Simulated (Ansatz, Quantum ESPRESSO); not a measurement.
# AlCd in the L11 ordering: electron–phonon coupling with Quantum ESPRESSO, part 3 of 5

Each step names its level of theory.

So far, highest frequency, solved or plainly interpolated (cm⁻¹): step 4 (phonons and couplings with ph.x: Fermi–Dirac smearing of …) 265. The relaxed cell has a = 2.916, c = 15.499 Å (conventional setting).

The structure was built from a prototype and need not be the compound's stable phase.

## 5. Second program, ground state

Level of this step: DFT PBEsol, scalar-relativistic, plane waves, GBRV ultrasoft pseudopotentials (Quantum ESPRESSO).

ph.x needs a tightly converged ground state on the same k mesh; the cell is that of the step before.

File pw.in:

```
 &control
    calculation='scf',
    prefix='x',
    outdir='./tmp',
    pseudo_dir='./pseudo',
    tprnfor=.true.,
    tstress=.true.,
 /
 &system
    ibrav=0,
    nat=2,
    ntyp=2,
    ecutwfc=25.0,
    ecutrho=200.0,
    occupations='smearing',
    smearing='fd',
    degauss=0.00734986,
    nbnd=17,
 /
 &electrons
    conv_thr=1.0d-11,
    mixing_beta=0.5,
 /
ATOMIC_SPECIES
 Al     26.9815  Al.upf
 Cd    112.4140  Cd.upf
CELL_PARAMETERS angstrom
     4.357405358    2.295483071    2.295483071
     2.295483071    4.357405358    2.295483071
     2.295483071    2.295483071    4.357405358
ATOMIC_POSITIONS crystal
 Al     0.000000000   0.000000000   0.000000000
 Cd     0.500000000   0.500000000   0.500000000
K_POINTS automatic
 8 8 8 0 0 0
```

Command:

```sh
OMP_NUM_THREADS=1 mpirun -n 4 pw.x -nk 4 -in pw.in > pw.x.log
```

Log:

```text
[banner, memory and clock lines left out]
Program PWSCF v.7.5

     Message from routine setup:
     using ibrav=0 with symmetry is DISCOURAGED, use correct ibrav instead

     G-vector sticks info

     bravais-lattice index     =            0
     lattice parameter (alat)  =      10.2683  a.u.
     unit-cell volume          =     256.7351 (a.u.)^3
     number of atoms/cell      =            2
     number of atomic types    =            2
     number of electrons       =        15.00
     number of Kohn-Sham states=           17
     kinetic-energy cutoff     =      25.0000  Ry
     charge density cutoff     =     200.0000  Ry
     scf convergence threshold =      1.0E-11
     mixing beta               =       0.5000
     number of iterations used =            8  plain     mixing
     Exchange-correlation= SLA  PW   PSX  PSC
                           (   1   4  10   8   0   0   0)

     celldm(1)=  10.268269  celldm(2)=   0.000000  celldm(3)=   0.000000
     celldm(4)=   0.000000  celldm(5)=   0.000000  celldm(6)=   0.000000

     crystal axes: (cart. coord. in units of alat)
               a(1) = (   0.801917   0.422450   0.422450 )
               a(2) = (   0.422450   0.801917   0.422450 )
               a(3) = (   0.422450   0.422450   0.801917 )

     reciprocal axes: (cart. coord. in units 2 pi/alat)
               b(1) = (  1.959261 -0.676015 -0.676015 )
               b(2) = ( -0.676015  1.959261 -0.676015 )
               b(3) = ( -0.676015 -0.676015  1.959261 )

     PseudoPot. # 1 for Al read from file:
     ./pseudo/Al.upf
     Pseudo is Ultrasoft + core correction, Zval =  3.0
     Using radial grid of  893 points,  3 beta functions with:
                l(1) =   0
                l(2) =   1
                l(3) =   2
     Q(r) pseudized with  8 coefficients,  rinner =    0.900   0.900   0.900
                                                       0.900   0.900

     PseudoPot. # 2 for Cd read from file:
     ./pseudo/Cd.upf
     Pseudo is Ultrasoft + core correction, Zval = 12.0
     Using radial grid of  889 points,  6 beta functions with:
                l(1) =   0
                l(2) =   0
                l(3) =   1
                l(4) =   1
                l(5) =   2
                l(6) =   2
     Q(r) pseudized with  6 coefficients,  rinner =    1.000   1.000   1.000
                                                       1.000   1.000

     atomic species   valence    mass     pseudopotential
     Al                3.00    26.98150     Al( 1.00)
     Cd               12.00   112.41400     Cd( 1.00)

     12 Sym. Ops., with inversion, found

   Cartesian axes

     site n.     atom                  positions (alat units)
         1        Al     tau(   1) = (   0.0000000   0.0000000   0.0000000  )
         2        Cd     tau(   2) = (   0.8234090   0.8234090   0.8234090  )

     number of k points=    65  Fermi-Dirac smearing, width (Ry)=  0.0073
                       cart. coord. in units 2pi/alat
        k(    1) = (   0.0000000   0.0000000   0.0000000), wk =   0.0039062
        k(    2) = (  -0.0845018  -0.0845018   0.2449076), wk =   0.0234375
        k(    3) = (  -0.1690037  -0.1690037   0.4898153), wk =   0.0234375
        k(    4) = (  -0.2535055  -0.2535055   0.7347229), wk =   0.0234375
        k(    5) = (   0.3380074   0.3380074  -0.9796306), wk =   0.0117188
        k(    6) = (  -0.1690037   0.1604058   0.1604058), wk =   0.0234375
        k(    7) = (  -0.2535055   0.0759040   0.4053134), wk =   0.0468750
        k(    8) = (  -0.3380074  -0.0085979   0.6502211), wk =   0.0468750
        k(    9) = (   0.2535055   0.5829150  -1.0641324), wk =   0.0468750
        k(   10) = (   0.1690037   0.4984132  -0.8192248), wk =   0.0468750
        k(   11) = (   0.0845018   0.4139113  -0.5743171), wk =   0.0468750
        k(   12) = (   0.0000000   0.3294095  -0.3294095), wk =   0.0234375
        k(   13) = (  -0.3380074   0.3208116   0.3208116), wk =   0.0234375
        k(   14) = (  -0.4225092   0.2363098   0.5657192), wk =   0.0468750
        k(   15) = (   0.1690037   0.8278227  -1.1486343), wk =   0.0468750
        k(   16) = (   0.0845018   0.7433208  -0.9037266), wk =   0.0468750
[...]
k(   58) = (   0.9968264  -0.9796306  -0.3208116), wk =   0.0234375
        k(   59) = (   0.9968264  -0.6502211  -0.6502211), wk =   0.0234375
        k(   60) = (   0.2277119   0.2277119   0.2277119), wk =   0.0078125
        k(   61) = (   0.8192248   0.8192248  -1.4866416), wk =   0.0234375
        k(   62) = (   0.7347229   0.7347229  -1.2417340), wk =   0.0234375
        k(   63) = (   1.4107377  -0.8951287  -0.8951287), wk =   0.0234375
        k(   64) = (   1.3262358  -0.9796306  -0.6502211), wk =   0.0234375
        k(   65) = (  -0.3036158  -0.3036158  -0.3036158), wk =   0.0039062

     Dense  grid:    12253 G-vectors     FFT dimensions: (  48,  48,  48)

     Smooth grid:     4345 G-vectors     FFT dimensions: (  36,  36,  36)

     Initial potential from superposition of free atoms

     starting charge      14.4976, renormalised to      15.0000

     negative rho (up, down):  2.127E-02 0.000E+00
     Starting wfcs are   13 randomized atomic wfcs +    4 random wfcs

     per-process dynamical memory:    22.6 Mb

     Self-consistent Calculation

     iteration #  1     ecut=    25.00 Ry     beta= 0.50
     Davidson diagonalization with overlap
     ethr =  1.00E-02,  avg # of iterations =  6.0

     negative rho (up, down):  2.030E-02 0.000E+00

     total energy              =    -121.03428865 Ry
     estimated scf accuracy    <       0.22424615 Ry

     iteration #  2     ecut=    25.00 Ry     beta= 0.50
     Davidson diagonalization with overlap
     ethr =  1.49E-03,  avg # of iterations =  2.0

     negative rho (up, down):  2.081E-02 0.000E+00

     total energy              =    -121.10729607 Ry
     estimated scf accuracy    <       0.08912325 Ry

     iteration #  3     ecut=    25.00 Ry     beta= 0.50
     Davidson diagonalization with overlap
     ethr =  5.94E-04,  avg # of iterations =  1.2

     negative rho (up, down):  2.101E-02 0.000E+00

     total energy              =    -121.12407361 Ry
     estimated scf accuracy    <       0.00097771 Ry

     iteration #  4     ecut=    25.00 Ry     beta= 0.50
     Davidson diagonalization with overlap
     c_bands:  1 eigenvalues not converged
     ethr =  6.52E-06,  avg # of iterations =  5.9

     negative rho (up, down):  2.125E-02 0.000E+00

     total energy              =    -121.12429855 Ry
     estimated scf accuracy    <       0.00018835 Ry

[...]
25.0710

          k =-0.1690-0.1690 0.4898 (   548 PWs)   bands (ev):

     0.2893   0.7253   0.8978   1.3312   1.4050   1.7265   6.8211   8.7926
    13.7437  17.6070  18.5293  19.5724  21.5436  22.4210  22.8780  24.2235
    26.2067

          k =-0.2535-0.2535 0.7347 (   543 PWs)   bands (ev):

     0.0628   0.5685   1.1091   1.3325   1.7685   3.7407   8.2416   9.6474
    11.4491  13.8287  17.7051  18.0100  18.9039  19.8897  23.5183  23.9119
    27.6804

          k = 0.3380 0.3380-0.9796 (   542 PWs)   bands (ev):

    -0.0357   0.4557   1.2596   1.3034   1.9594   6.1261   6.8028  10.0944
    11.1658  13.7431  15.1040  17.4436  18.3858  19.2745  23.4902  24.5208
    26.7709

          k =-0.1690 0.1604 0.1604 (   553 PWs)   bands (ev):

     0.2879   0.3380   0.7429   0.9298   1.3058   1.4759   5.6784   7.6687
    18.0876  19.7802  20.6601  21.4035  21.7779  24.5916  24.8297  24.8721
    25.2512

          k =-0.2535 0.0759 0.4053 (   543 PWs)   bands (ev):

     0.5122   0.5943   0.8412   1.0742   1.4070   1.5609   5.9992   8.9725
    15.9260  16.2674  19.1863  20.3195  21.4558  23.5193  23.9319  24.5476
    26.9745

          k =-0.3380-0.0086 0.6502 (   539 PWs)   bands (ev):

     0.3471   0.6872   0.9212   1.2908   1.4187   3.1210   7.0982  10.8326
    12.0785  14.9933  16.3663  17.6400  19.9653  21.6733  23.1619  26.4617
    26.6172

          k = 0.2535 0.5829-1.0641 (   536 PWs)   bands (ev):

[...]
26.6706

          k = 0.1690 0.4984-0.8192 (   537 PWs)   bands (ev):

[...]
26.6960

          k = 0.0845 0.4139-0.5743 (   539 PWs)   bands (ev):

[...]
25.8497

          k = 0.0000 0.3294-0.3294 (   547 PWs)   bands (ev):

[...]
25.6941

          k =-0.3380 0.3208 0.3208 (   539 PWs)   bands (ev):

[...]
26.4683

          k =-0.4225 0.2363 0.5657 (   541 PWs)   bands (ev):

[...]
25.5648

          k = 0.1690 0.8278-1.1486 (   540 PWs)   bands (ev):

[...]
26.2838

          k = 0.0845 0.7433-0.9037 (   535 PWs)   bands (ev):

[...]
27.1284

          k = 0.0000 0.6588-0.6588 (   536 PWs)   bands (ev):

[...]
k =-0.5070 0.4812 0.4812 (   534 PWs)   bands (ev):

[...]
k = 0.0845 1.0727-1.2331 (   543 PWs)   bands (ev):

[...]
k = 0.0000 0.9882-0.9882 (   540 PWs)   bands (ev):

[...]
k = 0.6760-0.6416-0.6416 (   538 PWs)   bands (ev):

[...]
k = 0.0759 0.0759 0.0759 (   558 PWs)   bands (ev):

[...]
k =-0.0086-0.0086 0.3208 (   554 PWs)   bands (ev):

[...]
k =-0.0931-0.0931 0.5657 (   549 PWs)   bands (ev):

[...]
k = 0.4984 0.4984-1.1486 (   535 PWs)   bands (ev):

[...]
k = 0.4139 0.4139-0.9037 (   535 PWs)   bands (ev):

[...]
k = 0.3294 0.3294-0.6588 (   540 PWs)   bands (ev):

[...]
k = 0.2449 0.2449-0.4139 (   544 PWs)   bands (ev):

[...]
k =-0.0931 0.2363 0.2363 (   550 PWs)   bands (ev):

[...]
k =-0.1776 0.1518 0.4812 (   541 PWs)   bands (ev):

[...]
k = 0.4139 0.7433-1.2331 (   544 PWs)   bands (ev):

[...]
k = 0.3294 0.6588-0.9882 (   537 PWs)   bands (ev):

[...]
k =-0.2621 0.3967 0.3967 (   540 PWs)   bands (ev):

[...]
k = 0.9209-0.7261-0.7261 (   537 PWs)   bands (ev):

[...]
k = 0.8364-0.8106-0.4812 (   539 PWs)   bands (ev):

[...]
k = 0.7519-0.8951-0.2363 (   541 PWs)   bands (ev):

[...]
k = 0.6674-0.9796 0.0086 (   536 PWs)   bands (ev):

[...]
k = 0.7519-0.5657-0.5657 (   541 PWs)   bands (ev):

[...]
k = 0.6674-0.6502-0.3208 (   537 PWs)   bands (ev):

[...]
k = 0.5829-0.4053-0.4053 (   538 PWs)   bands (ev):

[...]
k = 0.1518 0.1518 0.1518 (   559 PWs)   bands (ev):

[...]
k = 0.0673 0.0673 0.3967 (   548 PWs)   bands (ev):

[...]
k = 0.6588 0.6588-1.3176 (   549 PWs)   bands (ev):

[...]
k = 0.5743 0.5743-1.0727 (   531 PWs)   bands (ev):

[...]
k = 0.4898 0.4898-0.8278 (   536 PWs)   bands (ev):

[...]
k =-0.0172 0.3122 0.3122 (   555 PWs)   bands (ev):

[...]
k = 0.5743 0.9037-1.4021 (   544 PWs)   bands (ev):

[...]
k = 0.4898 0.8192-1.1572 (   543 PWs)   bands (ev):

[...]
k = 0.4053 0.7347-0.9123 (   536 PWs)   bands (ev):

[...]
k = 1.1658-0.8106-0.8106 (   538 PWs)   bands (ev):

[...]
k = 1.0813-0.8951-0.5657 (   545 PWs)   bands (ev):

[...]
k = 0.9968-0.9796-0.3208 (   552 PWs)   bands (ev):

[...]
26.9050

          k = 0.9968-0.6502-0.6502 (   537 PWs)   bands (ev):

[...]
25.3819

          k = 0.2277 0.2277 0.2277 (   556 PWs)   bands (ev):

[...]
25.9441

          k = 0.8192 0.8192-1.4866 (   555 PWs)   bands (ev):

[...]
26.3769

          k = 0.7347 0.7347-1.2417 (   544 PWs)   bands (ev):

     0.2897   0.7298   0.9165   1.3320   1.4067   2.9011   3.5641  13.4289
    14.2805  15.5268  18.1668  18.6320  19.9695  21.5716  22.6872  24.8982
    26.9491

          k = 1.4107-0.8951-0.8951 (   556 PWs)   bands (ev):

     0.2993   0.7136   0.9292   0.9973   1.4745   1.8401   2.4230  12.9870
    14.5962  17.9918  19.6833  21.4481  22.3072  24.6629  24.7831  25.0902
    27.0745

          k = 1.3262-0.9796-0.6502 (   546 PWs)   bands (ev):

     0.5469   0.5906   0.8174   1.2161   1.4068   2.6801   3.0389  14.1657
    14.6625  15.8354  16.3345  20.1867  21.2791  23.4650  23.7846  23.9376
    25.1497

          k =-0.3036-0.3036-0.3036 (   556 PWs)   bands (ev):

     0.1181   0.7713   0.7713   1.1905   1.5034   1.5034   1.9886  12.8793
    13.9896  21.8835  21.8835  21.9652  21.9652  23.4950  25.7943  25.7943
    26.0608

     the Fermi energy is    10.2088 ev

!    total energy              =    -121.12431545 Ry
     estimated scf accuracy    <          4.4E-12 Ry
     smearing contrib. (-TS)   =      -0.00155763 Ry
     internal energy E=F+TS    =    -121.12275782 Ry

     The total energy is F=E-TS. E is the sum of the following terms:
     one-electron contribution =     -38.94618431 Ry
     hartree contribution      =      32.71790896 Ry
     xc contribution           =     -43.26844386 Ry
     ewald contribution        =     -71.62603861 Ry

     convergence has been achieved in   9 iterations

     negative rho (up, down):  2.131E-02 0.000E+00

     Forces acting on atoms (cartesian axes, Ry/au):

     atom    1 type  1   force =     0.00000000    0.00000000    0.00000000
     atom    2 type  2   force =     0.00000000   -0.00000000    0.00000000

     Total force =     0.000000     Total SCF correction =     0.000000

     Computing stress (Cartesian axis) and pressure

     negative rho (up, down):  2.131E-02 0.000E+00
          total   stress  (Ry/bohr**3)                   (kbar)     P=      -43.81
  -0.00029778   0.00002118   0.00002118          -43.81        3.12        3.12
   0.00002118  -0.00029778   0.00002118            3.12      -43.81        3.12
   0.00002118   0.00002118  -0.00029778            3.12        3.12      -43.81

     XML data file, charge density, pseudopotentials, collected wavefunctions
```

It took 9.6 s on 4 MPI ranks of Arm Neoverse V1, shared host; 38 s of CPU time.

Numbers from this step:

- pressure: -4.381 GPa

With these potentials, mesh and smearing the cell is at -4.4 GPa; at this low cutoff most of that is Pulay stress.

(Part 3 of 5 ends here.)

[Logs are printed without paths, hosts, clocks, repeated set-up lines and the standing remarks that a program may print on its own settings, such as how far it seeks lower states.]

[Hosts, paths, dates, database ids (printed as entryN), source tags and the programs' standing remarks are cut or masked in the printed files.]
